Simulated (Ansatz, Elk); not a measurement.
**How far do independent atoms describe NiH2S2?**

Structure refinements treat a crystal as free atoms side by side. For a made-up structure of NiH2S2 (cell and positions from a PBE relaxation) the runs below show what the calculated density changes in F(hkl).

Program: Elk 11.2.3 (patched build). Level of theory: DFT, PBE, all-electron APW+lo, Dirac cores, scalar-relativistic bands, static density, ferromagnetic start. Results are calculated unless marked as measured.

This account leaves out most program logs.

The structure was built from a prototype and need not be the compound's stable phase.

**1. Set-up**

The structure is trigonal, space group P-3m1 (No. 164). The conventional cell has a = 3.688 Å, b = 3.688 Å, c = 6.370 Å, α = 90.00°, β = 90.00°, γ = 120.00°. Nearest to Ni lie 6 S at 2.41 Å. Nearest to S lie 1 H at 1.36 Å and 3 Ni at 2.41 Å. Nearest to H lie 1 S at 1.36 Å. Farther neighbours and most contacts between anions are not listed.

**2. Ground state and structure factors**

An all-electron density is needed, since X-rays see the cores too. Task 0 finds the density and task 195 Fourier-transforms it; tshift is off so that phases refer to the origin typed.

Contents of elk.in:

```
tasks
  0
  195
  196

xctype
  20

spinpol
  .true.

rgkmax
  7.0

gmaxvr
  14.0

lmaxo
  7

lmaxapw
  8

swidth
  0.002

tshift
  .false.

ramdisk
  .false.

hmaxvr
  5.5

maxscl
  120

epspot
  1e-06

reducebf
  0.8

sppath
  './'

avec
  6.97011157994 -0.00000000000 0.00000000000
  -3.48505578997 6.03629369544 -0.00000000000
  0.00000000000 0.00000000000 12.03766941228

atoms
  3
  'Ni.in'
  1
  0.0000000000 -0.0000000000 -0.0000000000   0.000000 0.000000 -0.065000
  'S.in'
  2
  0.6666666667 0.3333333333 0.8222291653   0.000000 0.000000 0.000000
  0.3333333333 0.6666666667 0.1777708347   0.000000 0.000000 0.000000
  'H.in'
  2
  0.6666666667 0.3333333333 0.6086327750   0.000000 0.000000 0.000000
  0.3333333333 0.6666666667 0.3913672250   0.000000 0.000000 0.000000

ngridk
  6 6 3
```

Launch:

```
> OMP_NUM_THREADS=4 elk
```

It took 9.4 min on 4 threads of Arm Neoverse V1, shared host; peak memory 0.35 GiB.

SFACRHO.OUT:

```text

h k l indices transformed by vhmat matrix:
   1.000000000       0.000000000       0.000000000    
   0.000000000       1.000000000       0.000000000    
   0.000000000       0.000000000       1.000000000    

      h      k      l  multipl.   |H|            Re(F)            Im(F)           |F|

      0      0      0      1   0.0000000       61.999999      0.50535886E-16   61.999999    
      0      0      1      2  0.52196028       38.463226     -0.17503019E-14   38.463226    
     -1      1      0      6   1.0409012       10.781728      0.17640298E-14   10.781728    
      0      0     -2      2   1.0439206       8.4848630      0.90603865E-15   8.4848630    
     -1      1     -1      6   1.1644388       37.590580      0.13727858E-16   37.590580    
      1      0      1      6   1.1644388     -0.86606035      0.48047504E-14  0.86606035    
     -1      1     -2      6   1.4741931       41.543233      0.18875805E-15   41.543233    
      1     -1     -2      6   1.4741931       14.143703      0.17434380E-14   14.143703    
      0      0     -3      2   1.5658808       1.0520036      0.10776369E-14   1.0520036    
      1      1      0      6   1.8028938       39.244716     -0.11730110E-13   39.244716    
     -2      1      1     12   1.8769306       26.759838      0.43208434E-14   26.759838    
     -1      1      3      6   1.8802814       30.930401     -0.19197552E-16   30.930401    
      0     -1     -3      6   1.8802814       25.315185     -0.16885266E-14   25.315185    
     -2      2      0      6   2.0818024       8.9995728     -0.41183575E-16   8.9995728    
     -1      2     -2     12   2.0833137       7.2756519      0.89231079E-15   7.2756519    
      0      0     -4      2   2.0878411       12.916159     -0.15443841E-16   12.916159    
      0      2      1      6   2.1462394      0.46457207      0.79209742E-14  0.46457207    
      0      2     -1      6   2.1462394       28.075180     -0.54139241E-14   28.075180
```

Elk indexes on the primitive cell of elk.in and gives |H| = 4π sin θ/λ in inverse bohr. Below, one row stands for each form hkl of the conventional cell (m members, Friedel mates merged), F is for one primitive cell and the density is static (no thermal factor). Free-atom factors are Waasmaier and Kirfel's, and R is Σm||F|−|F'||/Σm|F|. Elk warned that it couldn't find a linearisation energy, which lowers the accuracy of some states in this run and its variants.

| hkl | m | sin θ/λ (Å⁻¹) | abs F, DFT | neutral atoms | diff. |
| --- | --- | --- | --- | --- | --- |
| 001 | 2 | 0.079 | 38.463 | 38.169 | +0.294 |
| 100 | 6 | 0.157 | 10.782 | 10.729 | +0.053 |
| 002 | 2 | 0.157 | 8.485 | 8.739 | -0.255 |
| 011 | 6 | 0.175 | 37.591 | 37.296 | +0.295 |
| 101 | 6 | 0.175 | 0.866 | 0.697 | +0.170 |
| 012 | 6 | 0.222 | 41.543 | 41.498 | +0.045 |
| 102 | 6 | 0.222 | 14.144 | 14.098 | +0.045 |
| 003 | 2 | 0.235 | 1.052 | 1.224 | -0.172 |
| 110 | 6 | 0.271 | 39.245 | 39.322 | -0.077 |
| 111 | 12 | 0.282 | 26.760 | 27.032 | -0.273 |
| 103 | 6 | 0.283 | 30.930 | 31.181 | -0.250 |
| 013 | 6 | 0.283 | 25.315 | 25.343 | -0.027 |
| 200 | 6 | 0.313 | 9.000 | 9.190 | -0.190 |
| 112 | 12 | 0.313 | 7.276 | 7.465 | -0.190 |
| 004 | 2 | 0.314 | 12.916 | 13.540 | -0.624 |
| 021 | 6 | 0.323 | 0.465 | 0.497 | -0.033 |
| 201 | 6 | 0.323 | 28.075 | 28.097 | -0.022 |
| 022 | 6 | 0.350 | 11.353 | 11.066 | +0.287 |
| 202 | 6 | 0.350 | 33.098 | 33.309 | -0.212 |
| 014 | 6 | 0.351 | 5.297 | 5.061 | +0.236 |
| 104 | 6 | 0.351 | 33.440 | 33.422 | +0.018 |
| 113 | 12 | 0.359 | 0.930 | 0.769 | +0.161 |

**3. The magnetisation density**

The same run holds the spin density, and task 196 transforms it. The order is that of the start, and no other was tried.

SFACMAG_1.OUT:

```text

h k l indices transformed by vhmat matrix:
   1.000000000       0.000000000       0.000000000    
   0.000000000       1.000000000       0.000000000    
   0.000000000       0.000000000       1.000000000    

      h      k      l  multipl.   |H|            Re(F)            Im(F)           |F|

      0      0      0      1   0.0000000      -1.8994169     -0.25439305E-17   1.8994169    
      0      0      1      2  0.52196028      -1.3151133     -0.49200430E-16   1.3151133    
     -1      1      0      6   1.0409012     -0.92315354     -0.19358425E-16  0.92315354    
      0      0     -2      2   1.0439206     -0.73988231      0.34212397E-16  0.73988231    
     -1      1     -1      6   1.1644388      -1.2039645     -0.29131480E-16   1.2039645    
      1      0      1      6   1.1644388     -0.81773261     -0.11582880E-16  0.81773261    
     -1      1     -2      6   1.4741931      -1.1319051      0.28420957E-17   1.1319051    
      1     -1     -2      6   1.4741931     -0.92959802     -0.96792126E-17  0.92959802    
      0      0     -3      2   1.5658808     -0.69682783     -0.15926461E-16  0.69682783    
      1      1      0      6   1.8028938     -0.84386869     -0.11327558E-16  0.84386869    
     -2      1      1     12   1.8769306     -0.81364732     -0.87139725E-17  0.81364732    
     -1      1      3      6   1.8802814     -0.87749659     -0.99707955E-17  0.87749659    
      0     -1     -3      6   1.8802814     -0.81263934      0.12628557E-16  0.81263934    
     -2      2      0      6   2.0818024     -0.76216926      0.77755447E-18  0.76216926    
     -1      2     -2     12   2.0833137     -0.71852092     -0.60059380E-17  0.71852092    
      0      0     -4      2   2.0878411     -0.69520364     -0.31571393E-16  0.69520364
```

The total moment is 1.90 μB a cell; sphere moments: Ni1 +1.27, S2 +0.13, S3 +0.13, H4 0.00, H5 0.00 μB. Polarised neutrons measure spin and orbital magnetisation together; without spin-orbit coupling the run gives the spin part:

| hkl | sin θ/λ (Å⁻¹) | abs F_M (μB) |
| --- | --- | --- |
| 001 | 0.079 | 1.315 |
| 100 | 0.157 | 0.923 |
| 002 | 0.157 | 0.740 |
| 011 | 0.175 | 1.204 |
| 101 | 0.175 | 0.818 |
| 012 | 0.222 | 1.132 |
| 102 | 0.222 | 0.930 |
| 003 | 0.235 | 0.697 |
| 110 | 0.271 | 0.844 |
| 111 | 0.282 | 0.814 |
| 103 | 0.283 | 0.877 |
| 013 | 0.283 | 0.813 |
| 200 | 0.313 | 0.762 |
| 112 | 0.313 | 0.719 |

**4. The highest occupied states alone**

An energy window below the Fermi level keeps the highest occupied states, to see at which angles they scatter; shallow core shells can lie inside it and anion s states outside. No new self-consistency is needed.

Changes to elk.in since step 2:

```diff
@@ -1,5 +1,3 @@
 tasks
-  0
   195
-  196
 
@@ -44,2 +42,5 @@
 
+wsfac
+  -0.414050 0.437190
+
 sppath
```

Launch:

```
> OMP_NUM_THREADS=4 elk
```

Run time: 7.9 s. Hardware: 4 threads; peak memory 0.19 GiB; 11 s of CPU time.

States within 15 eV below the Fermi level hold 23.97 electrons; any levels below the window count with the cores. Their amplitudes can exceed the total, where window and core parts have opposite phase:

| hkl | sin θ/λ (Å⁻¹) | abs F, window | abs F, all |
| --- | --- | --- | --- |
| 001 | 0.079 | 12.043 | 38.463 |
| 100 | 0.157 | 3.463 | 10.782 |
| 002 | 0.157 | 3.397 | 8.485 |
| 011 | 0.175 | 10.180 | 37.591 |
| 101 | 0.175 | 1.479 | 0.866 |
| 012 | 0.222 | 7.082 | 41.543 |
| 102 | 0.222 | 5.073 | 14.144 |
| 003 | 0.235 | 3.261 | 1.052 |
| 110 | 0.271 | 6.055 | 39.245 |
| 111 | 0.282 | 3.919 | 26.760 |

**5. Another functional**

The difference from free atoms is small, so it is set against the change that LDA (Perdew-Wang) makes.

Changes to elk.in since step 4:

```diff
@@ -1,6 +1,8 @@
 tasks
+  0
   195
+  196
 
 xctype
-  20
+  3
 
@@ -42,5 +44,2 @@
 
-wsfac
-  -0.414050 0.437190
-
 sppath
```

Launch:

```
> OMP_NUM_THREADS=4 elk
```

Elapsed: 90 s, on 4 threads; peak memory 0.26 GiB.

Against the first run R = 0.18 %; the largest change is +0.102 at 002. The moment goes from 1.90 to 1.05 μB.

**6. A coarser k-mesh**

About half the k-points along each axis test the sampling.

Changes to elk.in since step 5:

```diff
@@ -6,3 +6,3 @@
 xctype
-  3
+  20
 
@@ -67,2 +67,2 @@
 ngridk
-  6 6 3
+  3 3 2
```

Launch:

```
> OMP_NUM_THREADS=4 elk
```

Run time: 4.7 min. Hardware: 4 threads; peak memory 0.36 GiB; 14 min of CPU time.

Against the first run R = 0.13 %; the largest change is +0.131 at 002. The moment goes from 1.90 to 0.18 μB.

**7. With a Hubbard U**

A Hubbard U is put on the d shell, to see how far it moves the factors.

Changes to elk.in since step 6:

```diff
@@ -67,2 +67,6 @@
 ngridk
-  3 3 2
+  6 6 3
+
+dft+u
+  1 1
+  1 2 0.220496 0.000000
```

Launch:

```
> OMP_NUM_THREADS=4 elk
```

The job ended after 4.3 min (4 threads; peak memory 0.37 GiB; 14 min of CPU time).

Against the first run R = 0.17 %; the largest change is -0.079 at 002. The moment goes from 1.90 to 2.00 μB.

**8. Settings against the effect**

| run | R against the first run (%) | R against neutral atoms, low angle (%) | wall time |
| --- | --- | --- | --- |
| PBE, rgkmax 7 | 0.00 | 0.65 | 9.4 min |
| LDA (Perdew-Wang) | 0.18 | 0.59 | 90 s |
| k-mesh 3×3×2 | 0.13 | 0.60 | 4.7 min |
| PBE+U | 0.17 | 0.65 | 4.3 min |

**9. What came out**

| Item | Value |
| --- | --- |
| R against neutral atoms, sin θ/λ < 0.3 Å⁻¹ | 0.65 % |
| R against neutral atoms, 0.3 to 0.79 Å⁻¹ | 0.65 % |

In words: Independent neutral atoms miss the calculated amplitudes by R = 0.65 % below 0.3 Å⁻¹ and 0.65 % from there to 0.79 Å⁻¹; by shells, 0.76 % below 0.15 Å⁻¹ (1 form), 0.64 % 0.15 to 0.3 (11 forms), 1.03 % 0.3 to 0.45 (23 forms), 0.56 % above 0.45 (114 forms). Bonding, aspherical density and the tables' own atoms all enter these figures, and the runs don't part them. The largest change of an amplitude is -0.62 electrons, at 004. Weak lines can change much in proportion: 015 goes from 0.39 to 0.18. The magnetic order is that of the start. No other order was tried here, and an antiferromagnetic one would change or move the magnetic intensity. The window's part falls from 24.0 electrons at the origin to at most 1.88 between 0.45 and 0.79 Å⁻¹, where compact states inside the window still scatter. Below 0.3 Å⁻¹ the changes that finished (LDA (Perdew-Wang), k-mesh 3×3×2 and PBE+U) move F by R = 0.15 % at most, against the 0.65 % that separates it from free atoms. The magnetic factors move by R = 43.1 % (LDA (Perdew-Wang)), 87.5 % (k-mesh 3×3×2) and 22.8 % (PBE+U), so they aren't settled to better than that. The basis has no finished test. Part of the difference isn't bonding: the tables are fits to free atoms and ions calculated by other methods than this functional. Thermal motion, anomalous dispersion and extinction are left out.

[Logs are printed without paths, hosts, clocks, repeated set-up lines and the standing remarks that a program may print on its own settings, such as how far it seeks lower states.]

[Hosts, paths, dates, database ids (printed as entryN), source tags and the programs' standing remarks are cut or masked in the printed files.]
